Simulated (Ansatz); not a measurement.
# NaSrH3 (model cell, started as cubic perovskite with Sr in the octahedra): a soft mode frozen in, part 3 of 3

Aim: this structure of NaSrH3 (model cell, started as cubic perovskite with Sr in the octahedra) is to be tested for unstable modes, and one is followed downhill.

Ansatz 0.2.0; DFT PBEsol, scalar-relativistic, plane waves, PAW; PAW set soft_1.

So far. Step 5 (Energy along the mode, all amplitudes (two of the runs …): The lowest of the steps tried is the last one, at 0.6 Å, 44.1 meV/atom below the parent; the bottom of the well need not coincide with a step. Step 7 (The new phase in its own primitive cell): The largest force component left is 0.92 meV/Å and the pressure is 0.007 GPa, within the tolerances set. The cell now holds 18.48 Å³/atom. The relaxed cell has a = 6.364, c = 9.126 Å (conventional setting).

The structure was built from a prototype and need not be the compound's stable phase.

## 8. Modes of the new phase, k-mesh 6×6×6

A relaxed structure may still be a saddle point, so its zone-centre modes are computed. The response to a homogeneous field gives the Born charges and the dielectric tensor.

File input.yaml:

```yaml
crystal:
  lattice:
    - [-3.1818259026, 3.1818259026, 4.5629818192]
    - [3.1818259026, -3.1818259026, 4.5629818192]
    - [3.1818259026, 3.1818259026, -4.5629818192]
  atoms:
    - { symbol: Na, position: [0.25, 0.75, 0.5] }
    - { symbol: Na, position: [0.75, 0.25, 0.5] }
    - { symbol: Sr, position: [0.0, 0.0, 0.0] }
    - { symbol: Sr, position: [0.5, 0.5, 0.0] }
    - { symbol: H, position: [0.3445133241, 0.8445133241, 0.1890266483] }
    - { symbol: H, position: [0.6554866759, 0.1554866759, 0.8109733517] }
    - { symbol: H, position: [0.25, 0.25, 0.0] }
    - { symbol: H, position: [0.75, 0.75, 0.0] }
    - { symbol: H, position: [0.1554866759, 0.3445133241, 0.5] }
    - { symbol: H, position: [0.8445133241, 0.6554866759, 0.5] }
kpoints:
  mp_grid: { grid: [6, 6, 6] }
hamiltonian:
  xc: pbesol
  pseudopotentials: { kind: paw, azcp: { folder: soft_1 }, xc_functional: pbe }
scf:
  occupations: { method: fixed }
output:
  eigenvalues: true
phonons:
  method: dfpt
  dielectric: true
  rigid_motions: translations
```

Launch:

```
$ ansatz run input.yaml --threads 4 --pin off --max-ram 16384MiB --backend cpu --events-out ev --progress --plain --runs-dir out
```

Numbers of over 12 decimals in the logs are rounded to 6 here.

Log:

```text
[...]
Crystal: 10 atoms, lattice volume = 184.783 Å³
Basis set: ecut = 420 eV, 3615 PW (Γ), exchange–correlation on 96×96×96 points (8 copies of the dense FFT grid, shifted against one another)
Bands: 32, of which v1, the nominal top of the filled ones, is band 22 counted from 1 (21 counted from 0)
Symmetry: 16 space group operations
k-points: 112 of 216 (irreducible under 1 space group operation, time reversal used)
[...]
SCF iter   1: F=—  HF=-10034.616144 eV  |F-HF|=—  |Δ(HF+E_count)|=         —  Δρ=5.23e-2  dr2=6.79e0  ethr=3.10e-3  ⟨swp⟩=5.8  Hψ=14897  notcnv=0  defer=811
[...]
SCF iter  10: F=-10032.175983 eV  HF=-10032.175983 eV  |F-HF|=2.00e-11  |Δ(HF+E_count)|=  4.02e-10  Δρ=1.11e-7  dr2=2.43e-11  ethr=1.00e-12  ⟨swp⟩=20.8  Hψ=32774  notcnv=0
SCF 1 converged in 10 iterations: F = -10032.175983 eV  dr2 = 2.43e-11
[...]
NSCF: frozen V_eff on 4 k-points
DFPT response loops at Γ: preconditioner auto → Resta (q_TF=auto, 2.148 Å⁻¹)  ε∞=6.4 (no band partly filled); β = 1.00, the filter's whole step (`scf.mixing.beta` (0.50) is not read by the response loops at its default; to damp them type it under 1.00, their step now; it binds the ground state too); Broyden in place of MSR1
── the response to a field inside a basis, on 6×6×6 k-points: an SCF that follows is theirs, and a resumed run solves both again ──
Bands: 23, of which v1, the nominal top of the filled ones, is band 22 counted from 1 (21 counted from 0)
k-points: 28 of 216
[...]
Eigensolver: Dense (28 Hₖ)
SCF iter   1: F=—  HF=-10032.162612 eV  |F-HF|=—  |Δ(HF+E_count)|=         —  Δρ=1.06e-4  dr2=6.38e-6  ethr=1.00e-1
[...]
SCF iter   4: F=-10032.162621 eV  HF=-10032.162621 eV  |F-HF|=3.38e-10  |Δ(HF+E_count)|=   6.08e-8  Δρ=1.20e-6  dr2=5.20e-9  ethr=2.34e-10
SCF 1 converged in 4 iterations: F = -10032.162621 eV  dr2 = 5.20e-9
[...]
SCF converged after 10 iterations
Free energy (F): -10032.175983 eV
[...]
Internal energy: -10032.175983 eV  (E = F + TS)
E sigma→0 (E₀):  -10032.175983 eV
Fermi energy:    1.851723 eV
[...]
--- Band table (eV; the first three rows and the last of 112) ---
  k-point 0: bands = [... 18 lower, 0.3887, 1.4583, 1.8517, 1.8517, 4.2864, 4.2864, 4.7803, 6.5705, ... 6 higher]
  k-point 1: bands = [... 18 lower, 0.4251, 1.3504, 1.4738, 1.6481, 3.9367, 4.7001, 5.0765, 6.9271, ... 6 higher]
  k-point 2: bands = [... 18 lower, 0.5760, 0.8509, 1.1759, 1.2057, 3.4799, 5.5961, 5.7720, 6.2489, ... 6 higher]
  k-point 111: bands = [... 18 lower, 0.1201, 0.5428, 1.5504, 1.5504, 4.6658, 5.8484, 6.5140, 6.5140, ... 6 higher]
--- Phonons (Γ-DFPT): 8 representative perturbations + reference, on 112 of 216 k-points (Σ response iterations 30) ---
  k mesh reduced under 1 symmetry operation, with k and −k counted as one. Each operation leaves every solved perturbation unchanged. A smaller set is not considered because the run solves the response to a homogeneous field
  ASR residual: 1.111e-4 → 0.000e0 eV/Å²; symmetrization residual: 1.715e-6 eV/Å²
  ASR residual per site (eV/Å²): 1.11e-4 1.11e-4 5.11e-5 5.11e-5 4.81e-5 4.81e-5 2.49e-5 2.49e-5 4.81e-5 4.81e-5
  Γ frequencies (cm⁻¹): -491.89 -491.89 -346.15 -346.15 -141.55 -91.16 -91.16 0.00 0.00 0.00 52.50 115.58 115.58 133.58 133.58 158.32 235.71 286.03 355.80 355.80 506.54 506.54 668.87 777.96 1014.21 1014.21 1019.95 1083.65 1315.68 1385.30
  ε∞ (high-frequency dielectric tensor):
        3.516203     0.000000     0.000000
        0.000000     3.516203    -0.000000
        0.000000    -0.000000     3.542230
  softest optical mode at Γ: -491.89 cm⁻¹; the repairs (sum rule, projections) moved no ω² at Γ by more than (5.27 cm⁻¹)²
  Born effective charges Z* (e; rows j = field, columns β = displacement):
    site 0:
         1.15970    0.00000    0.00000
         0.00000    1.15970   -0.00000
        -0.00000   -0.00000    1.32626
    site 1:
         1.15970   -0.00000   -0.00000
        -0.00000    1.15970   -0.00000
         0.00000   -0.00000    1.32626
    site 2:
         1.88695   -0.00200   -0.00000
         0.00200    1.88695    0.00000
        -0.00000   -0.00000    1.59561
    site 3:
         1.88695    0.00200   -0.00000
        -0.00200    1.88695   -0.00000
        -0.00000    0.00000    1.59561
    site 4:
        -1.02708    0.05144    0.00000
         0.05144   -1.02708   -0.00000
         0.00000   -0.00000   -0.95286
    site 5:
        -1.02708    0.05144    0.00000
         0.05144   -1.02708   -0.00000
         0.00000   -0.00000   -0.95286
    site 6:
        -0.99249    0.00000    0.00000
         0.00000   -0.99249   -0.00000
         0.00000   -0.00000   -1.01615
    site 7:
        -0.99249    0.00000    0.00000
         0.00000   -0.99249   -0.00000
         0.00000   -0.00000   -1.01615
    site 8:
        -1.02708   -0.05144    0.00000
        -0.05144   -1.02708   -0.00000
         0.00000   -0.00000   -0.95286
    site 9:
        -1.02708   -0.05144    0.00000
        -0.05144   -1.02708   -0.00000
         0.00000   -0.00000   -0.95286
  Z* charge neutrality: 1.391e-3 e pre-enforcement
  solved inside a basis spanned on kpoints, on 6×6×6 k-points, its susceptibility summed on 8×8×10: ε∞ is read to err by 9.2e-3, Z* by 1.1e-2 e (field_mesh: kpoints solves on kpoints); Z* is corrected for what the basis lacks
  optical modes at Γ without the LO–TO term, one row a degenerate level:
      ω (cm⁻¹)  modes    IR ((D/Å)²/amu)
       -491.89      2             0.0000
       -346.15      2            97.1707
       -141.55      1            37.5088
        -91.16      2             0.0000
         52.50      1             0.0000
        115.58      2             1.1149
        133.58      2             0.0497
[...]
optical modes at Γ + LO–TO along q̂ = [1.0000, 0.0000, 0.0000]:
      ω (cm⁻¹)  modes    IR ((D/Å)²/amu)
[...]
optical modes at Γ + LO–TO along q̂ = [0.0000, 1.0000, 0.0000]:
      ω (cm⁻¹)  modes    IR ((D/Å)²/amu)
[...]
optical modes at Γ + LO–TO along q̂ = [0.0000, 0.0000, 1.0000]:
      ω (cm⁻¹)  modes    IR ((D/Å)²/amu)
[...]
158.32      1             0.0000
        235.71      1             0.0000
        355.80      2           108.5900
        506.54      2             0.0000
        565.25      1            72.2284
        668.87      1             0.0000
        777.96      1             0.0000
       1014.21      2            86.0425
       1019.95      1             0.0000
       1083.65      1             0.0000
       1378.64      1            60.9439
       1385.30      1             0.0000
```

Wall time 2.9 min (4 threads of Arm Neoverse V2, shared host); peak memory 2.5 GiB.

This step gave:

```yaml
sum_rule_residual_before_enforcement: 1.11e-4 eV/Å²
miss_of_the_charge_sum_rule: 0.001391 e
estimated_error_of_the_dielectric_tensor: 0.009206
estimated_error_of_the_born_charges: 0.01112 e
point_group: 4/mmm
highest_optical_mode_at_the_zone_centre_no_lo_to_term: 1385 cm⁻¹
lowest_optical_zone_centre_mode: -491.9 cm⁻¹
mean_high_frequency_dielectric_constant: 3.525
largest_born_charge_third_of_the_trace: 1.790 e
top_of_the_zone_centre_spectrum_with_the_field: 1385 cm⁻¹
```

Without the LO-TO term. Patterns of degenerate modes are one choice out of their space. The modes at Γ (shares of kinetic energy by element, %) (negative means imaginary):

```tsv
mode	frequency (cm⁻¹)	symmetry	Na %	Sr %	H %
1	-491.9	Eg	0	0	100
2	-491.9	Eg	0	0	100
3	-346.1	Eu	7	0	93
4	-346.1	Eu	7	0	93
5	-141.6	A2u	63	10	27
6	-91.2	Eg	95	0	5
7	-91.2	Eg	95	0	5
8	0.0	acoustic	20	77	3
9	0.0	acoustic	20	77	3
10	0.0	acoustic	20	77	3
11	52.5	B2g	100	0	0
12	115.6	Eu	16	80	4
13	115.6	Eu	16	80	4
14	133.6	Eu	57	38	5
15	133.6	Eu	57	38	5
16	158.3	A1u	0	100	0
17	235.7	B1u	0	0	100
18	286.0	A2u	17	11	72
19	355.8	Eu	0	4	96
20	355.8	Eu	0	4	96
21	506.5	Eg	5	0	95
22	506.5	Eg	5	0	95
23	668.9	A1g	0	0	100
24	778.0	B2g	0	0	100
25	1014.2	Eu	0	1	99
26	1014.2	Eu	0	1	99
27	1020.0	B1g	0	0	100
28	1083.7	A2g	0	0	100
29	1315.7	A2u	0	1	99
30	1385.3	A2g	0	0	100
```

Displacements in mode 2 (-491.9 cm⁻¹), the largest set to 1:
```
Na1  0.00  0.01  0.00
Na2  0.00 -0.01  0.00
Sr3  0.00  0.00  0.00
Sr4  0.00  0.00  0.00
H5   0.00  0.00 -0.72
H6   0.00  0.00  0.72
H7  -0.02  1.00  0.00
H8   0.02 -1.00  0.00
H9   0.00  0.00 -0.69
H10  0.00  0.00  0.69
```

Displacements in mode 12 (115.6 cm⁻¹), the largest set to 1:
```
Na1 -0.09 -0.72  0.00
Na2 -0.09 -0.72  0.00
Sr3 -0.79  0.29  0.00
Sr4  0.84  0.08  0.00
H5   0.89  0.86  0.00
H6   0.89  0.86  0.00
H7  -0.13 -1.00  0.00
H8  -0.13 -1.00  0.00
H9  -0.69  0.65  0.00
H10 -0.69  0.65  0.00
```

Optical modes at the zone centre, without and with the macroscopic field of the longitudinal modes; each column is sorted by frequency, so a row need not hold one and the same mode. Modes with and without the field, by row:

```tsv
rank among optical modes	no field (cm⁻¹)	q along (1, 0, 0) (cm⁻¹)	q along (0, 0, 1) (cm⁻¹)
1	-491.9	-491.9	-491.9
2	-491.9	-491.9	-491.9
3	-346.1	-346.1	-346.1
4	-346.1	-216.8	-346.1
5	-141.6	-141.6	-91.2
6	-91.2	-91.2	-91.2
7	-91.2	-91.2	52.5
8	52.5	52.5	115.6
9	115.6	115.6	115.6
10	115.6	120.5	115.7
11	133.6	133.6	133.6
12	133.6	133.8	133.6
13	158.3	158.3	158.3
14	235.7	235.7	235.7
15	286	286	355.8
16	355.8	355.8	355.8
17	355.8	506.5	506.5
18	506.5	506.5	506.5
19	506.5	580.2	565.2
20	668.9	668.9	668.9
21	778	778	778
22	1014	1014	1014
23	1014	1020	1014
24	1020	1084	1020
25	1084	1107	1084
26	1316	1316	1379
27	1385	1385	1385
```

Born charge (rows field, columns displacement) (e), principal values of the symmetric part by kind of site:

```tsv
atom	atoms with these values	low	middle	high	mean
Na1	2	1.16	1.16	1.33	1.22
Sr3	2	1.60	1.89	1.89	1.79
H5	4	-1.08	-0.98	-0.95	-1.00
H7	2	-1.02	-0.99	-0.99	-1.00
```

In full for Na1:

```
1.16 0.00 0.00
0.00 1.16 0.00
0.00 0.00 1.33
```

High-frequency dielectric tensor:

```
3.52 0.00 0.00
0.00 3.52 0.00
0.00 0.00 3.54
```

Transverse modes; imaginary modes are left out. Infrared lines, with heights relative to the strongest:

```tsv
position (cm⁻¹)	label	relative intensity
52	B2g	0.0
116	Eu	1.0
134	Eu	0.0
158	A1u	0.0
236	B1u	0.0
286	A2u	50
356	Eu	100
506	Eg	0.0
669	A1g	0.0
778	B2g	0.0
1014	Eu	79
1020	B1g	0.0
1084	A2g	0.0
1316	A2u	40
1385	A2g	0.0
```

Before it was imposed, the acoustic sum rule was missed by 1.1e-4 eV/Å² and the charge sum rule by 0.0014 e. Small misses are needed for a sound result but don't prove that mesh and cutoff are converged. The lowest optical mode is imaginary, 491.9i cm⁻¹, so the energy falls along it.

## 9. Summary of results

```json
{
 "unstable mode of the parent": "q = (-0.5, -0.5, -0.5), 494i cm⁻¹",
 "depth at the lowest point sampled": "44.1 meV/atom",
 "largest atomic shift at that point": "0.6 Å",
 "space group reached (within 0.01 Å)": "I4/mcm",
 "energy gained over the parent (first relaxation, on the mesh of the frozen mode)": "63.3 meV/atom",
 "volume per atom, phase reached": "18.5 Å³",
 "gap on the k-mesh, phase reached": "1.45 eV",
 "lowest optical zone-centre mode, phase reached": "-492 cm⁻¹",
 "highest optical mode at the zone centre (no LO-TO term), phase reached": "1385 cm⁻¹"
}
```

What this shows: Along this mode the structure falls into I4/mcm, 63.3 meV/atom below the parent. At the parent's cell the well is 44.05 meV/atom deep on the steps tried, with its lowest point at a shift of 0.6 Å. That is the last step tried, so the steps alone don't bracket the bottom of the well. Relaxing atoms and cell changes the gain by +19.29 meV/atom against the lowest step (energies at zero smearing). The new phase still has an imaginary mode at the zone centre of its cell, so it is a saddle point on the way to a lower structure. Of the 4 patterns followed to their end from this parent, this one ends 71.9 meV/atom above the lowest, R-3c. Another end point lies within 1 meV/atom; how such a difference moves with mesh and cutoff was not tested. Each path keeps the symmetry of its pattern, so a lower phase may lie along a pattern not tried. The PAW files were made for PBE and serve the other functionals too. The starting cell was built on a prototype and not taken from a measurement, so the phase need not exist.

[Logs are printed without paths, hosts, clocks, repeated set-up lines and the standing remarks that a program may print on its own settings, such as how far it seeks lower states.]

[Hosts, paths, dates, database ids (printed as entryN), source tags and the programs' standing remarks are cut or masked in the printed files.]
